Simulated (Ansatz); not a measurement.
In doubt: masses and optical values from hybrid runs of this build are listed as unsure (in some of the runs), which bears on the screening that GW takes from such a start.

LiCl (Fm-3m), computed twice by G0W0.

```
Li Cl
1.0
     0.00000    2.57150    2.57150
     2.57150    0.00000    2.57150
     2.57150    2.57150    0.00000
Li Cl
1 1
Direct
  0.00000 0.00000 0.00000
  0.50000 0.50000 0.50000
```

The cell and positions come from the Crystallography Open Database and are kept as given unless a step says otherwise.

The first (Ansatz 0.2.0; start PBE, 6×6×6 mesh, 101 empty bands, screening to 120 eV, PAW set soft_1 files; 1 × NVIDIA GB200 (shared by 2 runs) with 24 threads of Arm Neoverse V2, shared host) gave, on its mesh: starting gap 6.29 eV, G0W0 gap 8.71 eV, RPA ε∞ (mean) 2.75, 2.6 s.

The second gave: starting gap 7.68 eV, G0W0 gap 9.34 eV, RPA ε∞ (mean) 2.47, 6.4 s.

**Question.** What was changed in the input? Choose among start, files, mesh, bands and cutoff, frequency model or another key.

Changed: start from PBE to HSE06. A jump of this size in the start, with ε∞ moving the other way, marks another functional. Other changes could give like numbers; this is the one that was made.

Limits: not at the basis limit.

[Paths, hosts, dates, memory and timing lines, banners, echoed tables and standing remarks are left out of the program output.]

[Logs are printed without paths, hosts, clocks, repeated set-up lines and the standing remarks that a program may print on its own settings, such as how far it seeks lower states.]

[Runs of the session that timed out or met a known fault of the program may be left out.]

[Cells called generated may have been cut or substituted from an entry of the Crystallography Open Database or the Materials Project.]

[Hosts, paths, dates, database ids (printed as entryN), source tags and the programs' standing remarks are cut or masked in the printed files.]
